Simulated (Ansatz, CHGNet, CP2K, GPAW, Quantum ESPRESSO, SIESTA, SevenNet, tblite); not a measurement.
# SIESTA runs on random packing of C71N29 (at. %) (109 atoms), part 2 of 2

Aim: run random packing of C71N29 (at. %) (109 atoms) in SIESTA and see how near its forces come to a plane-wave reference, and at what cost.

Program: SIESTA 5.4.2; the method stands at each step. Banners, paths, timers and routine set-up lines are dropped from the logs unmarked, and long logs keep their key lines alone; longer cuts are marked. The potentials were converted by us to PSML.

So far. Step 2 (PBE, DZP, shift 0.01 Ry, mesh 500 Ry): Forces lie 5.3 % from the reference's, at 1.5 times its CPU time. Step 3 (PBE, SZ, shift 0.01 Ry, mesh 500 Ry): Against the first run (5.3 %), the force difference from the reference is 74 %, at 0.23 times the CPU time (on 1 against 4 cores), with 436 basis functions against 1417: the smaller basis costs accuracy.

## Step 4: PBE, DZ, shift 0.01 Ry, mesh 500 Ry

Method: Kohn-Sham DFT, PBE, PseudoDojo 0.4.1 norm-conserving pseudopotentials (converted to PSML), numerical atomic orbitals (DZ), diagonalisation.

File input.fdf:

```
SystemLabel cell
NumberOfAtoms 109
NumberOfSpecies 2
%block ChemicalSpeciesLabel
  1 6 C
  2 7 N
%endblock ChemicalSpeciesLabel
LatticeConstant 1.0 Ang
%block LatticeVectors
  9.80880 0.00000 0.00000
  0.00000 9.80880 0.00000
  0.00000 0.00000 9.80880
%endblock LatticeVectors
PAO.BasisSize DZ
PAO.EnergyShift 0.01 Ry
XC.Functional GGA
XC.Authors PBE
MeshCutoff 500 Ry
%block kgrid_Monkhorst_Pack
  1 0 0 0.0
  0 1 0 0.0
  0 0 1 0.0
%endblock kgrid_Monkhorst_Pack
SolutionMethod diagon
OccupationFunction FD
ElectronicTemperature 580 K
SCF.Mixer.Method Pulay
SCF.Mixer.Weight 0.05
SCF.Mixer.History 8
SCF.Mix Hamiltonian
MaxSCFIterations 300
SCF.DM.Tolerance 1e-04
SCF.H.Tolerance 1.0e-3 eV
WriteForces T
Write.HirshfeldPop T
Write.VoronoiPop T
Write.DM F
Write.H F
XML.Write F
AtomicCoordinatesFormat Fractional
%block AtomicCoordinatesAndAtomicSpecies
[... 109 atom lines left out: the same atoms as in the first run ...]
%endblock AtomicCoordinatesAndAtomicSpecies
```

The run is started by

```
OMP_NUM_THREADS=1 mpirun -np 2 siesta < input.fdf > output.txt
```

The program printed:

```text
Version         : 5.4.2
reinit: System Name:
reinit: System Label: cell
initatom: Reading input for the pseudopotentials and atomic orbitals ----------
Species number:   1 Atomic number:    6 Label: C
Species number:   2 Atomic number:    7 Label: N
Ground state valence configuration (from tables):   2s02  2p02  3d00  4f00
Ground state valence configuration (from tables):   2s02  2p03  3d00  4f00
---- Processing specs for species: C
GGA--PBE XC_GGA_X_PBE--XC_GGA_C_PBE pb
---- Processing specs for species: N
GGA--PBE XC_GGA_X_PBE--XC_GGA_C_PBE pb
C pseudopotential only contains V_ls up to l=1 -- lmxkb reset.
N pseudopotential only contains V_ls up to l=1 -- lmxkb reset.
Using PAO.SplitTailNorm
%block ChemicalSpeciesLabel
[... lines left out ...]
Total number of electrons:   468.000000
[... lines left out ...]
stepf: Fermi-Dirac step function
        iscf     Eharris(eV)        E_KS(eV)     FreeEng(eV)     dDmax    Ef(eV) dHmax(eV)
[... lines left out ...]
SCF Convergence by DM+H criterion
[... lines left out ...]
SCF cycle converged after 23 iterations
[... lines left out ...]
   Max    5.621008
[... lines left out ...]
   Max    5.621008    constrained
Stress tensor Voigt[x,y,z,yz,xz,xy] (kbar):      145.01      165.23      104.34       11.31       32.84       -8.23
[... lines left out ...]
siesta: DEna    =       271.731661
siesta: DUscf   =        12.319839
siesta: Ex      =     -6079.800826
siesta: Ec      =      -569.515464
siesta: Exc     =     -6649.316290
siesta: Eharris =    -21208.134704
siesta: Etot    =    -21208.134708
siesta: FreeEng =    -21208.628407
siesta: Final energy (eV):
siesta:  Band Struct. =   -5557.400236
siesta:       Kinetic =   12905.534755
siesta:       Hartree =    3490.326976
siesta:         Exch. =   -6079.800826
siesta:         Corr. =    -569.515464
siesta:   Exch.-corr. =   -6649.316290
siesta:  Ion-electron =  -18216.988306
siesta:       Ion-ion =  -12737.691843
siesta:         Total =  -21208.134708
siesta:         Fermi =      -4.379571
siesta: Stress tensor (static) (eV/Ang**3):
siesta:     0.090509   -0.005134    0.020500
siesta:    -0.005135    0.103128    0.007057
siesta:     0.020500    0.007057    0.065123
siesta: Cell volume =        943.729733 Ang**3
siesta: Pressure (static):
siesta:                Solid            Molecule  Units
siesta:          -0.00093942         -0.00141373  Ry/Bohr**3
siesta:          -0.08625349         -0.12980287  eV/Ang**3
siesta:        -138.19333107       -207.96711750  kBar
    Orbital volume contribution        =          25.118459 eV
    (Free)E + p_basis*V_orbitals       =      -21183.509949 eV
    (Free)Eharris+ p_basis*V_orbitals  =      -21183.509945 eV
Hirshfeld Atomic Populations:
Atom #   charge [q] valence [e]  Species
     1     0.033595    3.966405  C
     2     0.015317    3.984683  C
     3     0.018231    3.981769  C
[...]
78    -0.009539    5.009539  N
    79    -0.105231    5.105231  N
    80    -0.029438    5.029438  N
[...]
--------------------
 Total    -0.000045
Voronoi Atomic Populations:
Atom #   charge [q] valence [e]  Species
[...]
76     0.037952    3.962048  C
    77     0.013643    3.986357  C
[...]
108    -0.038912    5.038912  N
   109    -0.096691    5.096691  N
--------------------
 Total    -0.000046
```

The job ended after 2.1 min (2 MPI ranks of Arm Neoverse V2, shared host; peak memory 1.5 GiB).

Compared with the plane-wave run:

```yaml
r_m_s_force_component: 1.767 eV/Å
r_m_s_difference_of_force_components: 594.9 meV/Å
longest_difference_of_force_vectors: 2439 meV/Å
force_difference_over_r_m_s_force: 30.67 %
slope_of_forces_against_the_reference_s: 0.8681
correlation_of_force_components: 0.9527
pressure: -13.82 GPa
pressure_difference: 10.01 GPa
```

This is a coarse setting, run to see what it loses.

Against the first run (5.3 %), the force difference from the reference is 31 %, at 0.34 times the CPU time (on 2 against 4 cores), with 872 basis functions against 1417: the smaller basis costs accuracy.

## Step 5: Side by side

Differences are against the plane-wave reference, forces as r.m.s. over components; share is that over the reference's r.m.s. force, slope the least-squares factor from reference forces to these. Total energies of different programs have different zeros and aren't compared.

```csv
run,"Δ force, r.m.s. (meV/Å)",share (%),slope,Δ pressure (GPa),cores,CPU time,memory (GiB)
reference,-,-,-,-,4,8.1 min,3.1
"SIESTA PBE, DZP, shift 0.01 Ry, mesh 500 Ry",103,5.30,0.984,1.91,4,12 min,2.8
"SIESTA PBE, SZ, shift 0.01 Ry, mesh 500 Ry (coarse)",1431,73.8,0.594,23.0,1,2.7 min,1.0
"SIESTA PBE, DZ, shift 0.01 Ry, mesh 500 Ry (coarse)",595,30.7,0.868,10.0,2,4.1 min,1.5
```

Rows marked coarse were listed beforehand as settings not expected to be converged; some can still land near the reference.

CPU time is summed over cores on a shared host, where runs went side by side, so it is rough. Symmetry, cutoffs, thresholds, outputs and thread counts weren't matched or tuned between programs; memory under MPI is the largest rank's times the ranks.

## Step 6: Summary of results

| Quantity | Value |
| --- | --- |
| nearest in forces | SIESTA PBE, DZP, shift 0.01 Ry, mesh 500 Ry, 5.3 % |
| its CPU time | 12 min |

The PBE run in local orbitals, coarse settings apart, differs by 5.3 % (SIESTA PBE, DZP, shift 0.01 Ry, mesh 500 Ry); basis, grid and potentials can all enter. Runs with settings chosen to be coarse differ by 31 % (SIESTA PBE, DZ, shift 0.01 Ry, mesh 500 Ry) to 74 % (SIESTA PBE, SZ, shift 0.01 Ry, mesh 500 Ry), their programs' other errors included. One electronic-structure run takes under half the reference's CPU time: SIESTA PBE, SZ, shift 0.01 Ry, mesh 500 Ry, at 74 % in 2.7 min against 8.1 min, too far off to be of use; its pressure misses by +23.0 GPa. In pressure, SIESTA PBE, SZ, shift 0.01 Ry, mesh 500 Ry misses by +23.0 GPa, at the same functional. The reference's pressure holds the uncorrected Pulay stress of its 60 Ry basis, so small pressure differences, and their order, may be the reference's own error. The reference's stress is far from hydrostatic: its diagonal is -24.5, -27.0, -19.9 GPa, compression counted positive. The reference's pressure of -24 GPa says that the cell would shrink at this level of theory. The electronic-structure runs sample only Γ, in a cell whose shortest periodic width is 10 Å, which is coarse for a cell with partly filled levels.

[Also dropped from logs without a mark: logging warnings of Python, and SIESTA's first energy breakdown and zero terms.]

[Logs are printed without paths, hosts, clocks, repeated set-up lines and the standing remarks that a program may print on its own settings, such as how far it seeks lower states.]

[Hosts, paths, dates, database ids (printed as entryN), source tags and the programs' standing remarks are cut or masked in the printed files.]
